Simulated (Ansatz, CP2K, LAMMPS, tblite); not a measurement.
**Amorphous poly(p-phenylene) (as short chains C26H22) at 500 K (144 atoms): one structure in several programs**

How near do other programs and methods come to a plane-wave reference for amorphous poly(p-phenylene) (as short chains C26H22) at 500 K (144 atoms)? A plane-wave run serves as the reference.

Program: Ansatz 0.2.0. Level of theory: Kohn-Sham DFT, PBE, PAW, plane waves. Results are calculated unless marked as measured.

### 1. The starting structure

The cell holds 144 atoms: 78 C and 66 H. Its edges and angles: a = 11.754 Å, b = 11.754 Å, c = 11.754 Å, α = 90.0°, β = 90.0°, γ = 90.0°. 3 poly(p-phenylene) chains of 4 units with methyl end groups placed at random, at 1.03 g/cm³; overlaps pushed apart, then 20 ps at 800 K with MMFF94 bonds, angles, torsions, charges and radii (Halgren, J. Comput. Chem. 17, 490 (1996)) in harmonic and 12-6 forms. Snapshot after 30 ps at 500 K and fixed volume.

### 2. The reference run

The PAW files are the set soft_2.

Contents of input.yaml:

```yaml
crystal:
  lattice:
    - [11.75411, 0.0, 0.0]
    - [0.0, 11.75411, 0.0]
    - [0.0, 0.0, 11.75411]
  atoms:
    - { symbol: C, position: [0.24432, 0.72297, 0.5807] }
    - { symbol: C, position: [0.35056, 0.69997, 0.51164] }
    - { symbol: C, position: [0.34771, 0.60999, 0.43635] }
    - { symbol: C, position: [0.44313, 0.58493, 0.36839] }
    [... 134 atom lines left out ...]
    - { symbol: H, position: [0.26133, 0.10305, 0.03961] }
    - { symbol: H, position: [0.07757, 0.79476, 0.05497] }
    - { symbol: H, position: [0.02818, 0.81933, 0.85636] }
    - { symbol: H, position: [0.14248, 0.89692, 0.23777] }
    - { symbol: H, position: [0.28146, 0.89424, 0.19909] }
    - { symbol: H, position: [0.22137, 0.02709, 0.2296] }
kpoints:
  mp_grid: { grid: [1, 1, 1] }
hamiltonian:
  xc: pbe
scf:
  occupations: { method: fermi_dirac, width: 0.05 }
output:
  forces: true
  eigenvalues: true
  populations: true
  stress: true
```

On the command line:

```
$ ansatz run input.yaml --threads 4 --pin off --max-ram 8192MiB --backend cpu --events-out ev --progress --plain --runs-dir out
```

The program printed:

```text
[...]
Pseudopotentials: kind: paw
Pseudopotential: C, paw, valence charge 4, recommended cutoff 420 eV (normal), C.paw.azcp
Pseudopotential: H, paw, valence charge 1, recommended cutoff 420 eV (normal), H.paw.azcp
[... 5 lines on functional and potentials left out ...]
Crystal: 144 atoms, lattice volume = 1623.937 Å³
Basis set: ecut = 420 eV, 31559 PW (Γ), exchange–correlation on 160×160×160 points (8 copies of the dense FFT grid, shifted against one another)
Bands: 333, of which v1, the nominal top of the filled ones, is band 189 counted from 1 (188 counted from 0)
Symmetry: 1 space group operations
Space group: P1 (ITA 1), of the structure as read, at distance tolerance 1.2e-4 Å
k-points: 1
[... 5 lines on functional and potentials left out ...]
Initial density: superposition of atomic densities (neutral atoms: chi_scale 0, normalization atom), corrected by the library's trained network
Initial wavefunctions: pseudopotential atomic-orbital guess
[...]
SCF iter   1: F=—  HF=-20616.490888 eV  |F-HF|=—  |Δ(HF+E_count)|=         —  Δρ=3.49e-3  dr2=2.59e-1  ethr=1.77e-3  ⟨swp⟩=6.0  Hψ=1539  notcnv=0  defer=69
preconditioner: auto → Resta (q_TF=auto, 2.140 Å⁻¹)  ε∞=2.5  [insulator: Δε(μ)=2.898 eV  Ē_g=14.876 eV  σ=0.050 eV  W_gap=1.00  n_scr=256 (ndim 8)  ℏωp=17.9 eV  f_vac=0.247  D(μ)=0.00/eV (n_scr^D=0)  ε∞_Penn≈2.5]
[...]
SCF iter   8: F=—  HF=-20616.494384 eV  |F-HF|=—  |Δ(HF+E_count)|=   1.25e-6  Δρ=3.91e-6  dr2=3.61e-7  ethr=1.31e-9  ⟨swp⟩=2.0  Hψ=376  notcnv=0  defer=140
SCF iter   9: F=-20616.494384 eV  HF=-20616.494384 eV  |F-HF|=2.29e-8  |Δ(HF+E_count)|=   3.34e-8  Δρ=1.64e-6  dr2=6.26e-8  ethr=2.65e-11  ⟨swp⟩=17.0  Hψ=2253  notcnv=0
SCF 1 converged in 9 iterations: F = -20616.494384 eV  dr2 = 6.26e-8
[...]
SCF converged after 9 iterations
Free energy (F): -20616.494384 eV
Harris-Foulkes:  -20616.494384 eV  (|F-HF|=2.29e-8)
Internal energy: -20616.494384 eV  (E = F + TS)
E sigma→0 (E₀):  -20616.494384 eV
Fermi energy:    1.432430 eV
--- Per-component energies (eV) ---
[...]
Σ components = -20616.494384   (vs F -20616.494384, Δ=0.00e0)
--- Forces (eV/Å), atoms counted from 1 ---
  atom   1  C     -0.27823534    -2.79373802    -1.70168857
  atom   2  C      0.77244508     1.29405514     0.43537987
  atom   3  C      3.56903293     1.41419047    -0.46516722
  atom   4  C     -1.08447853    -0.30563084    -0.16259901
[...]
atom 144  H     -0.26486775    -0.85136418    -0.43099133
  max |Σ_I F_I| component: 6.46e-5 eV/Å
--- Stress (GPa, compression-positive) ---
        2.372217      -0.108886      -0.094696
       -0.108885       4.755080       0.299702
       -0.094695       0.299701       5.673792
  P = ⅓ Tr σ = 4.2670 GPa (42.670 kbar)
--- Band table (eV) ---
  k-point 0: bands = ["-17.0904", "-16.8018", "-16.7317", "-16.6739", [... 317 levels ...], "10.8609", "10.8839", "10.9276", "10.9533", "11.0114", "11.0443", "11.1063", "11.1384", "11.1451", "11.2169", "11.2471", "11.3295"]
--- Löwdin populations: 144 sites ---
  site symbol       q [e]
     0      C      4.4717
     1      C      3.9251
     2      C      4.1490
[...]
143      H      0.8122
  spilling = 0.012299 (of n_electrons = 378.000000)
```

Wall time 20 s (4 threads of Arm Neoverse V1, shared host); peak memory 1.7 GiB; 74 s of CPU time.

Read from the output:

```yaml
free_energy: -20616.4944 eV
free_energy_per_atom: -143.1701 eV/atom
scf_cycles: 9
pressure: 4.267 GPa
r_m_s_force_component: 1.217 eV/Å
longest_force: 5.136 eV/Å
fermi_energy: 1.432 eV
spacing_of_highest_filled_and_lowest_empty_level: 2.874 eV
spilling_of_the_projection: 0.0123
```

Neighbours are counted within 1.85 Å (C-C), 1.34 Å (C-H).

Length of the force by element and coordination:

| element | coordination | atoms | mean length of the force (eV/Å) | spread | least | most |
| --- | --- | --- | --- | --- | --- | --- |
| C | all | 78 | 2.34 | 1.11 | 0.474 | 5.14 |
| C | 3 | 72 | 2.33 | 1.12 | 0.590 | 5.14 |
| C | 4 | 6 | 2.48 | 0.998 | 0.474 | 3.57 |
| H | all | 66 | 1.11 | 0.703 | 0.241 | 3.58 |

Löwdin charges by element and coordination (they lack the spilled electrons, 0.032 e an atom on average):

| element | coordination | atoms | mean charge (e) | spread | least | most |
| --- | --- | --- | --- | --- | --- | --- |
| C | all | 78 | -0.105 | 0.133 | -0.484 | 0.0749 |
| C | 3 | 72 | -0.075 | 0.0854 | -0.161 | 0.0749 |
| C | 4 | 6 | -0.469 | 0.0092 | -0.484 | -0.458 |
| H | all | 66 | 0.195 | 0.0122 | 0.172 | 0.22 |

The levels nearest the highest filled one (over half full), pooled over k-points and spins:

| level less the highest filled one (eV) | occupation |
| --- | --- |
| -0.708 | 2 |
| -0.593 | 2 |
| -0.367 | 2 |
| -0.344 | 2 |
| -0.0147 | 2 |
| 0 | 2 |
| 2.87 | 0 |
| 3.11 | 0 |
| 3.27 | 0 |
| 3.40 | 0 |
| 3.50 | 0 |
| 3.59 | 0 |

### 3. Structure statistics

Density 1.03 g/cm³, 11.28 Å³ an atom.

g(r), total and by pair (bins of 0.1 Å):

| r (Å) | total | C-C | C-H | H-H |
| --- | --- | --- | --- | --- |
| 0.95 | 0.00 | 0.00 | 0.00 | 0.00 |
| 1.05 | 5.08 | 0.00 | 10.20 | 0.00 |
| 1.15 | 1.97 | 0.00 | 3.97 | 0.00 |
| 1.25 | 0.00 | 0.00 | 0.00 | 0.00 |
| 1.35 | 2.75 | 9.37 | 0.00 | 0.00 |
| 1.45 | 2.43 | 8.28 | 0.00 | 0.00 |
| 1.55 | 0.32 | 1.08 | 0.00 | 0.00 |
| 1.65 | 0.14 | 0.00 | 0.00 | 0.65 |
| 1.75 | 0.33 | 0.00 | 0.00 | 1.56 |
| 1.85 | 0.22 | 0.00 | 0.00 | 1.05 |
| 1.95 | 0.10 | 0.00 | 0.13 | 0.16 |
| 2.05 | 1.00 | 0.00 | 1.96 | 0.14 |
| 2.15 | 1.67 | 0.00 | 3.15 | 0.52 |
| 2.25 | 0.80 | 0.08 | 1.06 | 1.16 |
| 2.35 | 1.19 | 3.13 | 0.00 | 1.28 |
| 2.45 | 1.43 | 3.83 | 0.09 | 1.28 |
| 2.55 | 1.02 | 1.44 | 0.31 | 2.10 |
| 2.65 | 0.83 | 0.36 | 0.96 | 1.19 |
| 2.75 | 1.17 | 1.01 | 1.33 | 1.01 |
| 2.85 | 0.66 | 0.64 | 0.68 | 0.65 |
| 2.95 | 0.72 | 0.34 | 1.04 | 0.48 |
| 3.05 | 0.63 | 0.46 | 0.67 | 0.76 |
| 3.15 | 0.63 | 0.17 | 0.78 | 0.90 |
| 3.25 | 0.71 | 0.16 | 0.85 | 1.12 |
| 3.35 | 1.40 | 0.19 | 2.35 | 0.85 |
| 3.45 | 0.80 | 0.21 | 1.10 | 0.90 |
| 3.55 | 0.63 | 0.47 | 0.74 | 0.61 |
| 3.65 | 0.94 | 0.92 | 0.96 | 0.93 |
| 3.75 | 1.11 | 1.03 | 1.26 | 0.84 |
| 3.85 | 1.18 | 1.09 | 1.30 | 1.00 |
| 3.95 | 0.80 | 0.46 | 1.11 | 0.53 |
| 4.05 | 0.98 | 0.65 | 1.12 | 1.12 |
| 4.15 | 0.92 | 0.81 | 0.95 | 1.00 |
| 4.25 | 1.10 | 1.13 | 1.03 | 1.25 |
| 4.35 | 1.16 | 1.19 | 1.03 | 1.42 |
| 4.45 | 0.94 | 0.92 | 0.94 | 0.96 |
| 4.55 | 1.10 | 1.07 | 1.12 | 1.12 |
| 4.65 | 1.19 | 1.02 | 1.23 | 1.34 |
| 4.75 | 1.07 | 1.06 | 1.09 | 1.05 |
| 4.85 | 1.16 | 1.15 | 1.08 | 1.36 |
| 4.95 | 1.09 | 0.90 | 1.18 | 1.16 |
| 5.05 | 0.96 | 1.06 | 1.01 | 0.70 |
| 5.15 | 0.99 | 1.01 | 1.03 | 0.87 |
| 5.25 | 0.98 | 1.09 | 0.97 | 0.84 |

Bonds by pair of elements; cutoffs follow the first minimum of g(r), held within bounds set by covalent radii, and pairs that aren't listed don't count as bonded:

| pair A-B | cutoff (Å) | bonds | mean length (Å) | spread (Å) | shortest (Å) | B about A | A about B |
| --- | --- | --- | --- | --- | --- | --- | --- |
| C-C | 1.85 | 87 | 1.41 | 0.052 | 1.32 | 2.23 | 2.23 |
| C-H | 1.34 | 66 | 1.08 | 0.03 | 1.01 | 0.846 | 1 |

How many atoms have how many bonded neighbours:

| element | mean | 1 | 3 | 4 |
| --- | --- | --- | --- | --- |
| C | 3.08 | 0 | 72 | 6 |
| H | 1 | 66 | 0 | 0 |

Rings of the network by King's shortest-path rule, up to 12 atoms, one path for each pair of neighbours; H, halogens, alkali and alkaline-earth atoms are left out, and the last column divides by all other atoms, bonded or not:

| ring size (atoms) | rings | per network atom |
| --- | --- | --- |
| 6 | 12 | 0.154 |

### 4. What was run beside it

The programs:
- CP2K 2026.2: Gaussian basis with GTH pseudopotentials and a plane-wave density; labels give functional, basis (MOLOPT sets; SR short-range, UZH the newer set with its own potentials), grid cutoff/relative cutoff and solver (OT: orbital transformation; TRS4, TC2, SIGN: linear-scaling purification with its sparsity filter), or its built-in tight binding.
- tblite 0.8.0: extended tight binding, driven from Python.

All use the same cell and atoms; the electronic-structure runs use the same k-mesh, and an electronic temperature of 580 K (0.05 eV) where levels are smeared.

Differences are against the plane-wave reference, forces as r.m.s. over components; share is that over the reference's r.m.s. force, slope the least-squares factor from reference forces to these. Total energies of different programs have different zeros and aren't compared.

| run | Δ force, r.m.s. (meV/Å) | share (%) | slope | Δ pressure (GPa) | Δ gap (eV) | cores | CPU time | memory (GiB) |
| --- | --- | --- | --- | --- | --- | --- | --- | --- |
| reference | - | - | - | - | - | 4 | 74 s | 1.7 |
| CP2K GFN1-xTB, diagonalisation | 152 | 12.5 | 0.964 | -2.67 | - | 1 | 6.4 s | 0.25 |
| CP2K PBE, DZVP-MOLOPT-SR, 225/50 Ry, diagonalisation (coarse) | 74.1 | 6.08 | 1.020 | 0.240 | 0.0028 | 2 | 5.1 min | 1.2 |
| CP2K PBE, DZVP-MOLOPT-SR, 450/50 Ry, diagonalisation | 68.9 | 5.66 | 1.020 | 0.233 | 0.003 | 4 | 6.7 min | 3.5 |
| CP2K PBE, SZV-MOLOPT-SR, 450/50 Ry, SIGN filter 1e-04, SCF 1e-05 (coarse) | 514 | 42.2 | 1.242 | 2.93 | - | 1 | 72 s | 1.3 |
| CP2K PBE, SZV-MOLOPT-SR, 450/50 Ry, SIGN filter 1e-05, SCF 1e-06 (coarse) | 516 | 42.4 | 1.241 | 2.91 | - | 1 | 97 s | 1.3 |
| CP2K PBE, SZV-MOLOPT-SR, 450/50 Ry, SIGN filter 1e-07, SCF 1e-07 (coarse) | 513 | 42.2 | 1.241 | 2.90 | - | 1 | 2.1 min | 1.3 |
| CP2K PBE, SZV-MOLOPT-SR, 450/50 Ry, diagonalisation (coarse) | 514 | 42.2 | 1.241 | 2.89 | 0.695 | 1 | 3.2 min | 2.3 |
| CP2K RPBE, PBE potentials, DZVP-MOLOPT-SR, 450/50 Ry, diagonalisation | 105 | 8.61 | 1.014 | 0.733 | 0.0116 | 4 | 6.8 min | 3.5 |
| tblite GFN1-xTB | 151 | 12.4 | 0.964 | -2.57 | - | 1 | 3.2 s | 0.18 |

Rows marked coarse were listed beforehand as settings not expected to be converged; some can still land near the reference.

CPU time is summed over cores on a shared host, where runs went side by side, so it is rough. Symmetry, cutoffs, thresholds, outputs and thread counts weren't matched or tuned between programs; memory under MPI is the largest rank's times the ranks.

Runs without a result: CP2K PBE, DZVP-MOLOPT, 450/50 Ry, diagonalisation (cut off at its time limit of 20 min).

Mean charges by element (e), by run and scheme:

| run | scheme | C | H |
| --- | --- | --- | --- |
| reference | Löwdin | -0.11 | +0.19 |
| CP2K GFN1-xTB, diagonalisation | Mulliken | -0.03 | +0.03 |
| CP2K PBE, DZVP-MOLOPT-SR, 450/50 Ry, diagonalisation | Mulliken | -0.05 | +0.06 |
| CP2K PBE, DZVP-MOLOPT-SR, 450/50 Ry, diagonalisation | Hirshfeld | -0.04 | +0.04 |
| CP2K RPBE, PBE potentials, DZVP-MOLOPT-SR, 450/50 Ry, diagonalisation | Mulliken | -0.04 | +0.05 |
| CP2K RPBE, PBE potentials, DZVP-MOLOPT-SR, 450/50 Ry, diagonalisation | Hirshfeld | -0.04 | +0.04 |
| tblite GFN1-xTB | Mulliken | -0.03 | +0.03 |

The reference's Löwdin charges lack the electrons that the projection spills, 0.032 e an atom on average.

Within one program, basis, potentials and functional, energies share a zero. Each run against its twin at the usual cutoff or grid and solver:

| run | twin | Δ energy (meV/atom) | Δ force, r.m.s. (meV/Å) | CPU time over the twin's |
| --- | --- | --- | --- | --- |
| CP2K PBE, DZVP-MOLOPT-SR, 225/50 Ry, diagonalisation | DZVP-MOLOPT-SR, 450/50 Ry, diagonalisation | -0.181 | 26.0 | 0.76 (this twin ran on 4 cores) |
| CP2K PBE, SZV-MOLOPT-SR, 450/50 Ry, SIGN filter 1e-04, SCF 1e-05 | SZV-MOLOPT-SR, 450/50 Ry, diagonalisation | 0.298 | 33.2 | 0.37 |
| CP2K PBE, SZV-MOLOPT-SR, 450/50 Ry, SIGN filter 1e-05, SCF 1e-06 | SZV-MOLOPT-SR, 450/50 Ry, diagonalisation | 0.0263 | 13.0 | 0.50 |
| CP2K PBE, SZV-MOLOPT-SR, 450/50 Ry, SIGN filter 1e-07, SCF 1e-07 | SZV-MOLOPT-SR, 450/50 Ry, diagonalisation | -2.0e-4 | 7.31 | 0.65 |

### 5. Outcome

* reference r.m.s. force component: 1.22 eV/Å
* nearest in forces: CP2K PBE, DZVP-MOLOPT-SR, 450/50 Ry, diagonalisation, 5.7 %
* farthest in forces: a tie at 42 % of 4 runs: CP2K PBE, SZV-MOLOPT-SR, 450/50 Ry, SIGN filter 1e-04, SCF 1e-05 (coarse); CP2K PBE, SZV-MOLOPT-SR, 450/50 Ry, SIGN filter 1e-05, SCF 1e-06 (coarse); CP2K PBE, SZV-MOLOPT-SR, 450/50 Ry, SIGN filter 1e-07, SCF 1e-07 (coarse); others
* cheapest electronic-structure run beside the reference: tblite GFN1-xTB, 3.2 s of CPU time

What this shows: The PBE run in local orbitals, coarse settings apart, differs by 5.7 % (CP2K PBE, DZVP-MOLOPT-SR, 450/50 Ry, diagonalisation); basis, grid and potentials can all enter. Tight binding differs by 12 % (tblite GFN1-xTB) to 13 % (CP2K GFN1-xTB, diagonalisation); it is another model, with fitted parameters of its own, and the xTB methods hold dispersion. Rows with another functional or a dispersion term differ by 8.6 % (CP2K RPBE, PBE potentials, DZVP-MOLOPT-SR, 450/50 Ry, diagonalisation), which mixes the change of model with differences of basis and potentials, some of them made for another functional. Runs with settings chosen to be coarse differ by 6.1 % (CP2K PBE, DZVP-MOLOPT-SR, 225/50 Ry, diagonalisation) to 42 % (CP2K PBE, SZV-MOLOPT-SR, 450/50 Ry, SIGN filter 1e-05, SCF 1e-06), their programs' other errors included. Of the electronic-structure runs that take under half the reference's CPU time, tblite GFN1-xTB is among the nearest, at 12 % in 3.2 s against 74 s; its pressure misses by -2.6 GPa. CP2K PBE, SZV-MOLOPT-SR, 450/50 Ry, SIGN filter 1e-04, SCF 1e-05 stiffens the forces by a factor of 1.24 while following their directions (correlation 0.963); the slopes of the 8 CP2K runs lie between 0.96 and 1.24; the difference isn't even, but is largest on one element. At the same functional, gaps differ from the reference's 2.87 eV by between +0.00 and +0.70 eV. A likely cause of the wide gaps: compact atomic orbitals describe empty levels worse than filled ones. In pressure, CP2K PBE, SZV-MOLOPT-SR, 450/50 Ry, SIGN filter 1e-04, SCF 1e-05 misses by +2.9 GPa, at the same functional. Charges hang on model, scheme and program or settings: among these rows the mean for H runs from +0.03 to +0.19 e. With SIGN, tightening the sparsity filter from 1e-04 to 1e-07, and the SCF threshold with it, takes the force difference from the cubic solver from 33 to 7.3 meV/Å, and the CPU time from 0.37 to 0.65 times the cubic solver's. In the reference: filled and empty levels are parted by 2.87 eV (at Γ alone); a semilocal functional tends to put such gaps too low. It is the spacing of short capped chains, not of the long polymer. In a disordered cell it changes from sample to sample, and tail or defect levels can set it. In the reference: mean Löwdin charges: C -0.11, H +0.19 e (they miss 1.2 % of the electrons, so they add up to more than the cell's charge). Periodic xTB results under one method name differ between programs and library versions. The network of contacts between molecules at the start is that of the classical potential that made the cell, and needn't be the one that DFT or experiment would give. The reference's stress is far from hydrostatic: its diagonal is 2.4, 4.8, 5.7 GPa, compression counted positive. The reference's PBE has no dispersion term, which matters for the binding between molecules or layers. The density was typed from a rule of thumb and may lie off the real one at this temperature. The electronic-structure runs sample only Γ, in a cell whose shortest periodic width is 12 Å.

[Also dropped from logs without a mark: logging warnings of Python, and SIESTA's first energy breakdown and zero terms.]

[Logs are printed without paths, hosts, clocks, repeated set-up lines and the standing remarks that a program may print on its own settings, such as how far it seeks lower states.]

[Hosts, paths, dates, database ids (printed as entryN), source tags and the programs' standing remarks are cut or masked in the printed files.]

[The MMFF94 radii named for the starting cell were scaled by 0.96; in molecules described by MMFF94, hydrogen bound to N, O or S took a small fixed 12-6 site in their place.]
